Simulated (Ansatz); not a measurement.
# How Ta(110) screens a field

Wanted: the response of a Ta(110) slab to a perpendicular field.

Method: plane-wave DFT, r2SCAN, Ansatz PAW, in Ansatz 0.2.0.

## Step 1: The structure

The cell holds 6 atoms: 6 Ta. Cell: a = 2.867 Å, b = 2.867 Å, c = 29.703 Å, α = 90.0°, β = 90.0°, γ = 70.5°. Vacuum lies along c.

Coordinates:

```cif
data_structure
_symmetry_space_group_name_H-M 'P 1'
_symmetry_Int_Tables_number 1
_cell_length_a 2.8665
_cell_length_b 2.8665
_cell_length_c 29.7026
_cell_angle_alpha 90.000
_cell_angle_beta 90.000
_cell_angle_gamma 70.529
_cell_volume 230.11
loop_
_atom_site_label
_atom_site_type_symbol
_atom_site_fract_x
_atom_site_fract_y
_atom_site_fract_z
_atom_site_occupancy
Ta1 Ta 0.00000 0.00000 0.30300 1
Ta2 Ta 0.50000 0.50000 0.38180 1
Ta3 Ta 0.00000 0.00000 0.46060 1
Ta4 Ta 0.50000 0.50000 0.53940 1
Ta5 Ta 0.00000 0.00000 0.61820 1
Ta6 Ta 0.50000 0.50000 0.69700 1
```

## Step 2: Single point, field 0

A sawtooth potential applies the field, turning back in the middle of the vacuum. With the dipole correction the typed value is the field outside the slab. The induced dipole is small, so the SCF threshold is tight.

File input.yaml:

```yaml
crystal:
  lattice:
    - [2.3405234457, -1.655, 0.0]
    - [2.3405234457, 1.655, 0.0]
    - [0.0, 0.0, 29.7026172286]
  atoms:
    - { symbol: Ta, position: [0.0, 0.0, 0.3030036017] }
    - { symbol: Ta, position: [0.5, 0.5, 0.381802161] }
    - { symbol: Ta, position: [0.0, 0.0, 0.4606007203] }
    - { symbol: Ta, position: [0.5, 0.5, 0.5393992797] }
    - { symbol: Ta, position: [0.0, 0.0, 0.618197839] }
    - { symbol: Ta, position: [0.5, 0.5, 0.6969963983] }
kpoints:
  mp_grid: { grid: [18, 18, 1] }
hamiltonian:
  xc: r2scan
scf:
  occupations: { method: fermi_dirac, width: 0.1 }
  convergence: { dr2_threshold: 1.0e-10 }
efield:
  axis: 3
  dipole_correction: true
  ramp_position: 0.97
  ramp_width: 0.06
  amplitude: 0
output:
  forces: true
  write_potential: true
  write_density: true
  volumetric_format: npy
```

Started as:

```bash
> ansatz run input.yaml --threads 4 --pin off --max-ram 6144MiB --backend cpu --events-out ev --progress --plain --runs-dir out
```

Numbers of over 12 decimals in the logs are rounded to 6 here.

Log:

```text
Engine: ansatz 0.2.0, aarch64-unknown-linux-gnu
Pseudopotentials: kind: paw
Pseudopotential: Ta, paw, valence charge 13, recommended cutoff 500 eV (meta_gga), Ta.paw.azcp
Functional definition: r2SCAN
  parameter k0 = 0.174
  parameter k1 = 0.065
  parameter a1 = 4.9479
  exchange = r2scan_x(k0 = k0, k1 = k1, a1 = a1)
  correlation = r2scan_c
Crystal: 6 atoms, lattice volume = 230.110 Å³
Basis set: ecut = 500 eV, 5803 PW (Γ), exchange–correlation on 96×96×900 points (64 copies of the dense FFT grid, shifted against one another)
Bands: 47, of which v1, the nominal top of the filled ones, is band 39 counted from 1 (38 counted from 0)
Symmetry: 4 space group operations
k-points: 91 of 324
Non-local potential: Ta, projectors of the file, l = 0: 3, l = 1: 2, l = 2: 2, l = 3: 1
PAW form: soft (Blöchl's): semilocal exchange-correlation on the pseudo side does not see the compensation charge
PAW frozen core: Ta, regenerated for the run's functional (the file was generated under x = pbe(κ = 0.804, μ = 0.219515), c = pbe(β = 0.066725))
PAW one-centre angular grid: Ta, 590 points (default); XC on 160 Gauss nodes
Initial density: superposition of atomic densities (neutral atoms: chi_scale 0, normalization atom), corrected by the library's trained network
Initial wavefunctions: pseudopotential atomic-orbital guess
Functional: x = r2scan, c = r2scan; τ floored in thin density (d = 2e-4 eV/Å³)
SCF iter   1: F=—  HF=-59663.565844 eV  |F-HF|=—  |Δ(HF+E_count)|=         —  Δρ=1.14e-2  dr2=1.22e1  dr2_τ=1.31e-1  ethr=1.77e-3  p=0.000 e·Å  D=1.05e-13 V/Å  ΔV_dip=-0.00 eV  dr2_dipole=1.43e-6  V_vac-E_F(+/−)=5.27/5.27 eV  ⟨swp⟩=8.8  Hψ=20468  notcnv=0  defer=1
efield: sawtooth ramp at fractional position 0.9700 (set: `efield.ramp_position`, or a place that a band, a saddle search or an elastic batch's reference lends), width 0.0600; the density the first Hamiltonian is built on has a dipole p = 0.000 e·Å; the dipole correction subtracts the counter field D = 1.05e-13 V/Å, which shifts the + side's vacuum level by -0.00 eV against the − side's; the planar-averaged density in the ramp window peaks in size at 1.2e-5 e/Å³
preconditioner: auto → LDOS  [metal: Δε(μ)=0.014 eV  Ē_g=4.101 eV  σ=0.100 eV  W_gap=0.04  n_scr=20 (ndim 8)  ℏωp=13.4 eV  f_vac=0.467  D(μ)=7.38/eV (n_scr^D=42)  β→1.0]
SCF iter   2: F=—  HF=-59663.453862 eV  |F-HF|=—  |Δ(HF+E_count)|=   1.12e-1  Δρ=2.41e-3  dr2=1.41e-1  dr2_τ=3.01e-2  ethr=1.77e-3  p=-0.000 e·Å  D=-4.22e-5 V/Å  ΔV_dip=0.00 eV  dr2_dipole=5.33e-6  V_vac-E_F(+/−)=4.81/4.81 eV  ⟨swp⟩=3.7  Hψ=6233  notcnv=0  defer=8
SCF iter   3: F=—  HF=-59663.475023 eV  |F-HF|=—  |Δ(HF+E_count)|=   2.12e-2  Δρ=7.15e-4  dr2=2.08e-2  dr2_τ=8.96e-5  ethr=1.81e-4  p=-0.000 e·Å  D=-9.01e-6 V/Å  ΔV_dip=0.00 eV  dr2_dipole=8.32e-9  V_vac-E_F(+/−)=4.89/4.89 eV  ⟨swp⟩=2.0  Hψ=5312  notcnv=0  defer=8
SCF iter   4: F=—  HF=-59663.474929 eV  |F-HF|=—  |Δ(HF+E_count)|=   9.41e-5  Δρ=2.17e-4  dr2=5.84e-4  dr2_τ=8.87e-6  ethr=2.67e-5  p=-0.000 e·Å  D=-6.73e-6 V/Å  ΔV_dip=0.00 eV  dr2_dipole=1.20e-8  V_vac-E_F(+/−)=4.88/4.88 eV  ⟨swp⟩=1.8  Hψ=4799  notcnv=0  defer=8
SCF iter   5: F=—  HF=-59663.474947 eV  |F-HF|=—  |Δ(HF+E_count)|=   1.83e-5  Δρ=5.36e-5  dr2=2.25e-5  dr2_τ=8.15e-7  ethr=7.49e-7  p=-0.000 e·Å  D=-2.02e-6 V/Å  ΔV_dip=0.00 eV  dr2_dipole=1.93e-11  V_vac-E_F(+/−)=4.88/4.88 eV  ⟨swp⟩=2.2  Hψ=5792  notcnv=0  defer=8
SCF iter   6: F=—  HF=-59663.474943 eV  |F-HF|=—  |Δ(HF+E_count)|=   3.49e-6  Δρ=1.90e-5  dr2=3.40e-6  dr2_τ=9.42e-8  ethr=2.89e-8  p=-0.000 e·Å  D=-1.23e-6 V/Å  ΔV_dip=0.00 eV  dr2_dipole=2.10e-12  V_vac-E_F(+/−)=4.88/4.88 eV  ⟨swp⟩=2.9  Hψ=8731  notcnv=0  defer=8
SCF iter   7: F=—  HF=-59663.474686 eV  |F-HF|=—  |Δ(HF+E_count)|=   2.57e-4  Δρ=5.65e-6  dr2=1.57e-7  dr2_τ=5.62e-9  ethr=4.36e-9  p=-0.000 e·Å  D=-5.49e-7 V/Å  ΔV_dip=0.00 eV  dr2_dipole=2.00e-11  V_vac-E_F(+/−)=4.88/4.88 eV  ⟨swp⟩=2.1  Hψ=6147  notcnv=0  defer=8
SCF iter   8: F=—  HF=-59663.474686 eV  |F-HF|=—  |Δ(HF+E_count)|=   6.82e-8  Δρ=2.29e-6  dr2=3.46e-8  dr2_τ=1.42e-9  ethr=2.01e-10  p=-0.000 e·Å  D=-2.52e-7 V/Å  ΔV_dip=0.00 eV  dr2_dipole=4.33e-13  V_vac-E_F(+/−)=4.88/4.88 eV  ⟨swp⟩=3.0  Hψ=8767  notcnv=0  defer=8
SCF iter   9: F=—  HF=-59663.474686 eV  |F-HF|=—  |Δ(HF+E_count)|=   5.05e-9  Δρ=7.58e-7  dr2=4.34e-9  dr2_τ=9.92e-11  ethr=4.43e-11  p=-0.000 e·Å  D=-1.13e-7 V/Å  ΔV_dip=0.00 eV  dr2_dipole=1.92e-14  V_vac-E_F(+/−)=4.88/4.88 eV  ⟨swp⟩=2.2  Hψ=6680  notcnv=0  defer=8
SCF iter  10: F=—  HF=-59663.474686 eV  |F-HF|=—  |Δ(HF+E_count)|=   1.19e-9  Δρ=1.89e-7  dr2=1.61e-10  dr2_τ=1.15e-11  ethr=5.56e-12  p=-0.000 e·Å  D=-3.53e-8 V/Å  ΔV_dip=0.00 eV  dr2_dipole=3.73e-15  V_vac-E_F(+/−)=4.88/4.88 eV  ⟨swp⟩=2.6  Hψ=7152  notcnv=0  defer=8
SCF iter  11: F=-59663.474686 eV  HF=-59663.474686 eV  |F-HF|=8.73e-11  |Δ(HF+E_count)|=  8.00e-11  Δρ=6.97e-8  dr2=1.95e-11  dr2_τ=2.23e-12  ethr=1.00e-12  p=-0.000 e·Å  D=-9.85e-9 V/Å  ΔV_dip=0.00 eV  dr2_dipole=6.06e-15  V_vac-E_F(+/−)=4.88/4.88 eV  ⟨swp⟩=13.5  Hψ=27600  notcnv=0
SCF 1 converged in 11 iterations: F = -59663.474686 eV  dr2 = 1.95e-11
  greatest PAW one-centre occupation: 0.998 electrons in one spin orbital (limit 2), on the Ta atom at site 0 (counted from 0), in its partial waves of l = 0
WARN: The output density's exchange-correlation potential varies sharply where the density is thin. Do not read a vacuum level from v_tot or v_xc, or from such a field of the output density. On a cell that repeats whose density bears no net charge and no dipole along the vacuum's axis use v_es (v_loc + v_h of the components); under efield.dipole_correction with no amplitude use v_es + v_field, which holds any externa [...]
SCF converged after 11 iterations
Free energy (F): -59663.474686 eV
Harris-Foulkes:  -59663.474686 eV  (|F-HF|=8.73e-11)
Internal energy: -59663.216033 eV  (E = F + TS)
E sigma→0 (E₀):  -59663.345359 eV
Entropy (-TS):   -0.258653 eV (-43.109 meV/atom)
Fermi energy:    6.266519 eV
Dipole field:    D = 0.000000 V/Å  (p = 0.000000 e·Å, saw-weighted, corrected)
Work function:   Φ+ = 4.8806 eV   Φ− = 4.8806 eV
Levels:          The Fermi level and band energies are counted from a zero that moves with the ramp; work functions are not
--- Per-component energies (eV) ---
  E_band       = -1659.367011
  E_kinetic    = 2193.187629
  E_local      = -102575.051139  (includes V_loc(G=0)·N_el)
  E_nonlocal   = 89.539851
  E_hartree    = 50306.373444
  E_xc         = -1221.600764
  E_vxc        = -1325.938309  (∫ρ·V_xc dr)
  E_paw        = -50536.819572  (= ΣΔE_a)
  E_vpaw       = -721.216537  (= ΣTr[D̂ρ^β])
  E_aug_tail   = 0.000486  (compensation charges beyond the density's cutoff)
  E_vtau       = 67.363117  (kinetic-family band-sum trace: ∫τ·v_τ [+ j·A + Jᵃ·Aᵃ] dr)
  E_efield     = 0.000000  (sawtooth field / dipole correction)
  E_vefield    = 0.000000  (∫n·V_field dr)
  E_ewald      = 42085.691713
  E_core_change = -4.537682  (= ΣΔE_core)
  E_smearing   = -0.258653  (= −TS)
  E_closure    = 0.000000  (closes the sum)
  Σ components = -59663.474686   (vs F -59663.474686, Δ=0.00e0)
--- Forces (eV/Å), atoms counted from 1 ---
  atom   1  Ta    -0.00000000    -0.00000000     0.54640257
  atom   2  Ta     0.00000000    -0.00000000    -0.43121604
  atom   3  Ta     0.00000000     0.00000000    -0.09108638
  atom   4  Ta    -0.00000000     0.00000000     0.09108638
  atom   5  Ta    -0.00000000     0.00000000     0.43121607
  atom   6  Ta     0.00000000     0.00000000    -0.54640266
  max |Σ_I F_I| component: 5.57e-8 eV/Å
--- Band table (eV; the first three rows and the last of 91) ---
  k-point 0: bands = [... 35 lower, 5.9776, 6.3272, 6.4288, 6.6574, 6.7913, 6.9103, 7.0053, 7.3076, ... 4 higher]
  k-point 1: bands = [... 35 lower, 5.9587, 6.2366, 6.4265, 6.5961, 6.6897, 6.8848, 7.0317, 7.2377, ... 4 higher]
  k-point 2: bands = [... 35 lower, 5.9244, 6.0368, 6.3285, 6.3995, 6.5641, 6.7199, 6.8714, 7.2305, ... 4 higher]
  k-point 90: bands = [... 35 lower, 5.6223, 6.4349, 6.8000, 8.1621, 8.2032, 8.3734, 8.5179, 8.5644, ... 4 higher]
```

Wall time 59 s (4 threads of Arm Neoverse V2, shared host); peak memory 1.5 GiB.

The column dr2 measures how far the density is from self-consistency, as an energy; F and HF (Harris–Foulkes) agree once it is small.

Numbers from this step:

- energy at zero smearing: -59663.3454 eV
- work function, upper face: 4.881 eV
- dipole along the normal: 1.12e-7 e·Å

Running mean over 2.341 Å of the planar mean; the ramp of the sawtooth is left out. Table of electron's electrostatic potential energy less the Fermi level by z:

```tsv
z (Å)	electron's electrostatic potential energy less the Fermi level (eV)
3.5	4.88
4.0	4.88
4.5	4.88
5.0	4.86
5.5	4.82
6.0	4.69
6.5	4.27
7.0	3.03
7.5	-0.178
8.0	-5.11
8.5	-8.78
9.0	-9.97
9.5	-9.98
10.0	-9.88
10.5	-9.85
11.0	-9.84
11.5	-9.84
12.0	-9.84
12.5	-9.82
13.0	-9.80
13.5	-9.80
14.0	-9.80
14.5	-9.81
15.0	-9.81
15.5	-9.80
16.0	-9.80
16.5	-9.80
17.0	-9.81
17.5	-9.83
18.0	-9.84
18.5	-9.84
19.0	-9.84
19.5	-9.86
20.0	-9.93
20.5	-10.0
21.0	-9.52
21.5	-6.91
22.0	-2.10
22.5	2.01
23.0	3.92
23.5	4.57
24.0	4.79
24.5	4.85
25.0	4.87
25.5	4.88
26.0	4.88
26.5	4.88
```

Force by atom:

```tsv
atom	x (eV/Å)	y (eV/Å)	z (eV/Å)	size
Ta1	0.000	0.000	0.546	0.546
Ta2	0.000	0.000	-0.431	0.431
Ta3	0.000	0.000	-0.091	0.091
Ta4	0.000	0.000	0.091	0.091
Ta5	0.000	0.000	0.431	0.431
Ta6	0.000	0.000	-0.546	0.546
```

The work function of the upper face is 4.88 eV.

## Step 3: Single point, field 0.05 V/Å

Edit input.yaml of step 2 so:

```diff
@@ -24,3 +24,3 @@
   ramp_width: 0.06
-  amplitude: 0
+  amplitude: 0.05
 output:
```

Log:

```text
[...]
Crystal: 6 atoms, lattice volume = 230.110 Å³
Basis set: ecut = 500 eV, 5803 PW (Γ), exchange–correlation on 96×96×900 points (64 copies of the dense FFT grid, shifted against one another)
Bands: 47, of which v1, the nominal top of the filled ones, is band 39 counted from 1 (38 counted from 0)
Symmetry: 4 space group operations
k-points: 91 of 324
[...]
k-point 0: bands = [... 35 lower, 5.9778, 6.3271, 6.4287, 6.6573, 6.7912, 6.9102, 7.0052, 7.3074, ... 4 higher]
  k-point 1: bands = [... 35 lower, 5.9588, 6.2364, 6.4264, 6.5960, 6.6896, 6.8846, 7.0315, 7.2376, ... 4 higher]
  k-point 2: bands = [... 35 lower, 5.9243, 6.0367, 6.3284, 6.3994, 6.5639, 6.7198, 6.8713, 7.2304, ... 4 higher]
  k-point 90: bands = [... 35 lower, 5.6222, 6.4348, 6.7998, 8.1620, 8.2031, 8.3733, 8.5177, 8.5643, ... 4 higher]
[key lines of the parts left out:]
SCF converged after 12 iterations
Free energy (F): -59663.475548 eV
Fermi energy:    6.266387 eV
Dipole field:    D = 0.027121 V/Å  (p = 0.034489 e·Å, saw-weighted, corrected)
```

The job ended after 67 s (4 threads; peak memory 1.5 GiB; 4.4 min of CPU time).

The dipole is 0.0345 e·Å.

## Step 4: Single point, field -0.05 V/Å

Edit input.yaml of step 3 so:

```diff
@@ -24,3 +24,3 @@
   ramp_width: 0.06
-  amplitude: 0.05
+  amplitude: -0.05
 output:
```

Log:

```text
[...]
Crystal: 6 atoms, lattice volume = 230.110 Å³
Basis set: ecut = 500 eV, 5803 PW (Γ), exchange–correlation on 96×96×900 points (64 copies of the dense FFT grid, shifted against one another)
Bands: 47, of which v1, the nominal top of the filled ones, is band 39 counted from 1 (38 counted from 0)
Symmetry: 4 space group operations
k-points: 91 of 324
[...]
k-point 0: bands = [... 35 lower, 5.9778, 6.3271, 6.4287, 6.6573, 6.7912, 6.9102, 7.0052, 7.3074, ... 4 higher]
  k-point 1: bands = [... 35 lower, 5.9588, 6.2364, 6.4264, 6.5960, 6.6896, 6.8846, 7.0315, 7.2376, ... 4 higher]
  k-point 2: bands = [... 35 lower, 5.9243, 6.0367, 6.3284, 6.3994, 6.5639, 6.7198, 6.8713, 7.2304, ... 4 higher]
  k-point 90: bands = [... 35 lower, 5.6222, 6.4348, 6.7998, 8.1620, 8.2031, 8.3733, 8.5177, 8.5643, ... 4 higher]
[key lines of the parts left out:]
SCF converged after 12 iterations
Free energy (F): -59663.475548 eV
Fermi energy:    6.266387 eV
Dipole field:    D = -0.027121 V/Å  (p = -0.034489 e·Å, saw-weighted, corrected)
```

It took 67 s on 4 threads; peak memory 1.5 GiB; 4.4 min of CPU time.

The dipole is -0.0345 e·Å.

## Step 5: Atoms held, field 0.1 V/Å

Edit input.yaml of step 4 so:

```diff
@@ -24,3 +24,3 @@
   ramp_width: 0.06
-  amplitude: -0.05
+  amplitude: 0.1
 output:
```

Log:

```text
[...]
Crystal: 6 atoms, lattice volume = 230.110 Å³
Basis set: ecut = 500 eV, 5803 PW (Γ), exchange–correlation on 96×96×900 points (64 copies of the dense FFT grid, shifted against one another)
Bands: 47, of which v1, the nominal top of the filled ones, is band 39 counted from 1 (38 counted from 0)
Symmetry: 4 space group operations
k-points: 91 of 324
[...]
k-point 0: bands = [... 35 lower, 5.9785, 6.3267, 6.4283, 6.6570, 6.7908, 6.9098, 7.0048, 7.3070, ... 4 higher]
  k-point 1: bands = [... 35 lower, 5.9590, 6.2360, 6.4260, 6.5956, 6.6892, 6.8843, 7.0312, 7.2372, ... 4 higher]
  k-point 2: bands = [... 35 lower, 5.9239, 6.0362, 6.3280, 6.3990, 6.5635, 6.7194, 6.8710, 7.2300, ... 4 higher]
  k-point 90: bands = [... 35 lower, 5.6218, 6.4344, 6.7994, 8.1616, 8.2027, 8.3729, 8.5174, 8.5639, ... 4 higher]
[key lines of the parts left out:]
SCF converged after 12 iterations
Free energy (F): -59663.478135 eV
Fermi energy:    6.266003 eV
Dipole field:    D = 0.054245 V/Å  (p = 0.068981 e·Å, saw-weighted, corrected)
```

Elapsed: 63 s, on 4 threads; peak memory 1.5 GiB.

The dipole is 0.0690 e·Å.

## Step 6: Single point, field -0.1 V/Å

Edit input.yaml of step 5 so:

```diff
@@ -24,3 +24,3 @@
   ramp_width: 0.06
-  amplitude: 0.1
+  amplitude: -0.1
 output:
```

Log:

```text
[...]
Crystal: 6 atoms, lattice volume = 230.110 Å³
Basis set: ecut = 500 eV, 5803 PW (Γ), exchange–correlation on 96×96×900 points (64 copies of the dense FFT grid, shifted against one another)
Bands: 47, of which v1, the nominal top of the filled ones, is band 39 counted from 1 (38 counted from 0)
Symmetry: 4 space group operations
k-points: 91 of 324
[...]
k-point 0: bands = [... 35 lower, 5.9785, 6.3267, 6.4283, 6.6570, 6.7908, 6.9098, 7.0048, 7.3070, ... 4 higher]
  k-point 1: bands = [... 35 lower, 5.9590, 6.2360, 6.4260, 6.5956, 6.6892, 6.8843, 7.0312, 7.2372, ... 4 higher]
  k-point 2: bands = [... 35 lower, 5.9239, 6.0362, 6.3280, 6.3990, 6.5635, 6.7194, 6.8710, 7.2300, ... 4 higher]
  k-point 90: bands = [... 35 lower, 5.6218, 6.4344, 6.7994, 8.1616, 8.2027, 8.3729, 8.5174, 8.5639, ... 4 higher]
[key lines of the parts left out:]
SCF converged after 12 iterations
Free energy (F): -59663.478135 eV
Fermi energy:    6.266002 eV
Dipole field:    D = -0.054244 V/Å  (p = -0.068981 e·Å, saw-weighted, corrected)
```

The job ended after 65 s (4 threads; peak memory 1.5 GiB).

The dipole is -0.0690 e·Å.

## Step 7: Single point, field 0.2 V/Å

Edit input.yaml of step 6 so:

```diff
@@ -24,3 +24,3 @@
   ramp_width: 0.06
-  amplitude: -0.1
+  amplitude: 0.2
 output:
```

Log:

```text
[...]
Crystal: 6 atoms, lattice volume = 230.110 Å³
Basis set: ecut = 500 eV, 5803 PW (Γ), exchange–correlation on 96×96×900 points (64 copies of the dense FFT grid, shifted against one another)
Bands: 47, of which v1, the nominal top of the filled ones, is band 39 counted from 1 (38 counted from 0)
Symmetry: 4 space group operations
k-points: 91 of 324
[...]
k-point 0: bands = [... 35 lower, 5.9810, 6.3251, 6.4267, 6.6556, 6.7893, 6.9083, 7.0033, 7.3055, ... 4 higher]
  k-point 1: bands = [... 35 lower, 5.9598, 6.2345, 6.4244, 6.5943, 6.6876, 6.8827, 7.0296, 7.2358, ... 4 higher]
  k-point 2: bands = [... 35 lower, 5.9223, 6.0346, 6.3265, 6.3975, 6.5619, 6.7179, 6.8697, 7.2284, ... 4 higher]
  k-point 90: bands = [... 35 lower, 5.6202, 6.4328, 6.7978, 8.1600, 8.2011, 8.3713, 8.5158, 8.5624, ... 4 higher]
[key lines of the parts left out:]
SCF converged after 13 iterations
Free energy (F): -59663.488482 eV
Fermi energy:    6.264441 eV
Dipole field:    D = 0.108492 V/Å  (p = 0.137966 e·Å, saw-weighted, corrected)
```

Elapsed: 71 s, on 4 threads; peak memory 1.5 GiB.

The dipole is 0.138 e·Å.

## Step 8: Single point, field -0.2 V/Å

Edit input.yaml of step 7 so:

```diff
@@ -24,3 +24,3 @@
   ramp_width: 0.06
-  amplitude: 0.2
+  amplitude: -0.2
 output:
```

Log:

```text
[...]
Crystal: 6 atoms, lattice volume = 230.110 Å³
Basis set: ecut = 500 eV, 5803 PW (Γ), exchange–correlation on 96×96×900 points (64 copies of the dense FFT grid, shifted against one another)
Bands: 47, of which v1, the nominal top of the filled ones, is band 39 counted from 1 (38 counted from 0)
Symmetry: 4 space group operations
k-points: 91 of 324
[...]
k-point 0: bands = [... 35 lower, 5.9810, 6.3251, 6.4267, 6.6556, 6.7893, 6.9083, 7.0033, 7.3055, ... 4 higher]
  k-point 1: bands = [... 35 lower, 5.9598, 6.2345, 6.4244, 6.5943, 6.6876, 6.8827, 7.0296, 7.2358, ... 4 higher]
  k-point 2: bands = [... 35 lower, 5.9223, 6.0346, 6.3265, 6.3975, 6.5619, 6.7179, 6.8697, 7.2284, ... 4 higher]
  k-point 90: bands = [... 35 lower, 5.6202, 6.4328, 6.7978, 8.1600, 8.2011, 8.3713, 8.5158, 8.5624, ... 4 higher]
[key lines of the parts left out:]
SCF converged after 13 iterations
Free energy (F): -59663.488482 eV
Fermi energy:    6.264441 eV
Dipole field:    D = -0.108493 V/Å  (p = -0.137967 e·Å, saw-weighted, corrected)
```

It took 72 s on 4 threads; peak memory 1.5 GiB; 4.7 min of CPU time.

The dipole is -0.138 e·Å.

## Step 9: Atoms held, field 0.4 V/Å

Edit input.yaml of step 8 so:

```diff
@@ -24,3 +24,3 @@
   ramp_width: 0.06
-  amplitude: -0.2
+  amplitude: 0.4
 output:
@@ -30 +30,2 @@
   volumetric_format: npy
+  elf: true
```

Log:

```text
[...]
Crystal: 6 atoms, lattice volume = 230.110 Å³
Basis set: ecut = 500 eV, 5803 PW (Γ), exchange–correlation on 96×96×900 points (64 copies of the dense FFT grid, shifted against one another)
Bands: 47, of which v1, the nominal top of the filled ones, is band 39 counted from 1 (38 counted from 0)
Symmetry: 4 space group operations
k-points: 91 of 324
[...]
k-point 0: bands = [... 35 lower, 5.9884, 6.3187, 6.4202, 6.6501, 6.7830, 6.9019, 6.9970, 7.2992, ... 4 higher]
  k-point 1: bands = [... 35 lower, 5.9619, 6.2280, 6.4179, 6.5889, 6.6812, 6.8764, 7.0235, 7.2301, ... 4 higher]
  k-point 2: bands = [... 35 lower, 5.9159, 6.0278, 6.3204, 6.3913, 6.5553, 6.7117, 6.8644, 7.2219, ... 4 higher]
  k-point 90: bands = [... 35 lower, 5.6137, 6.4265, 6.7913, 8.1535, 8.1948, 8.3648, 8.5096, 8.5560, ... 4 higher]
[key lines of the parts left out:]
SCF converged after 15 iterations
Free energy (F): -59663.529882 eV
Fermi energy:    6.258103 eV
Dipole field:    D = 0.217087 V/Å  (p = 0.276063 e·Å, saw-weighted, corrected)
```

Run time: 90 s. Hardware: 4 threads; peak memory 1.5 GiB; 6 min of CPU time.

Running mean over 2.341 Å of the planar mean, with the applied field; the ramp of the sawtooth is left out. The electron's electrostatic potential energy less the Fermi level by z:

```tsv
z (Å)	electron's electrostatic potential energy less the Fermi level (eV)
4	3.78
5	4.16
6	4.34
7	2.94
8	-5.10
9	-9.96
10	-9.88
11	-9.84
12	-9.84
13	-9.81
14	-9.80
15	-9.81
16	-9.80
17	-9.81
18	-9.84
19	-9.84
20	-9.93
21	-9.54
22	-2.09
23	4.08
24	5.26
25	5.73
26	6.14
```

The dipole is 0.276 e·Å.

(Continued in part 2 of 2.)

[Logs are printed without paths, hosts, clocks, repeated set-up lines and the standing remarks that a program may print on its own settings, such as how far it seeks lower states.]

[Hosts, paths, dates, database ids (printed as entryN), source tags and the programs' standing remarks are cut or masked in the printed files.]

[Maps of the electrostatic potential energy from Ansatz leave out the sawtooth potential of an applied field or a dipole correction, so their vacuum need not be flat; planar profiles and work functions include it.]
